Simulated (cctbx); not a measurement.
## Reading a Patterson map

Space group I4/mmm (no. 139), a = 3.7760 Å, b = 3.7760 Å, c = 23.4680 Å, α = 90.00°, β = 90.00°, γ = 90.00°, content Y8 Ca2.

The data are simulated with cctbx, not measured: synchrotron X-rays, λ = 0.4959 Å, to d = 0.8 Å, 50 % of the full sphere, strongest reflection 5000 counts, noise from counting, a 6 % proportional error and a noise floor of 15 counts (s.d.); no absorption.

Patterson synthesis, origin scaled to 1000:

```text
Patterson group I 4/m m m
      u       v       w   height  length (A)
  0.000   0.000   0.000   1000.0     0.00
  0.000   0.000   0.395    739.0     9.27
  0.000   0.000   0.217    488.6     5.10
  0.000   0.000   0.185    343.4     4.35
  0.000   0.500   0.138     27.1     3.76
  0.000   0.320   0.408     19.4     9.64
  0.000   0.263   0.027     19.1     1.18
  0.000   0.500   0.038     18.8     2.09
  0.000   0.314   0.197     18.4     4.77
  0.000   0.327   0.109     18.3     2.85
  0.213   0.213   0.000     18.0     1.14
  0.091   0.257   0.370     17.3     8.74
  0.214   0.214   0.403     16.1     9.54
  0.000   0.500   0.250     12.8     6.16
```

Q: Assign the vectors.

A peak at u stands for all pairs with xi − xj = u, with weight Σ ZiZj against Σ Z² = 12968 at the origin. Peak heights follow these weights only roughly, since form factors, motion and series ripples differ, all vectors within 0.55 Å of a peak are counted as merged into it though the farther ones add only part of their weight, and F(000) is left out, which lowers the whole map:

| u | v | w | shortest length (Å) | height | 1000 ΣZiZj/ΣZ² | pairs in the cell |
| --- | --- | --- | --- | --- | --- | --- |
| 0.000 | 0.000 | 0.395 | 3.63 | 739 | 944 | 6 × Y–Y, 4 × Y–Ca |
| 0.000 | 0.000 | 0.217 | 5.09 | 489 | 469 | 4 × Y–Y |
| 0.000 | 0.000 | 0.185 | 4.34 | 343 | 475 | 4 × Y–Ca, 2 × Y–Y |

The table stops at ten peaks or at a height of 45, below which ripples compete. In the model behind the data Y, the heaviest element, has 2 independent sites: (1/2, 1/2, 0.0884) and (0, 0, 0.1924), up to an allowed shift of origin; the Y–Y vectors are differences of these positions and their symmetry mates. The whole model:

```csv
atom,mult.,x,y,z,Ueq (Å²)
Y1,4,1/2,1/2,0.0884,0.0048
Y2,4,0,0,0.1924,0.0056
Ca1,2,0,0,0,0.0071
```

The model was made for the exercise: a known structure type with other elements put in, its volume estimated, not relaxed; displacement parameters are assumed.

[Logs are printed without paths, hosts, clocks, repeated set-up lines and the standing remarks that a program may print on its own settings, such as how far it seeks lower states.]
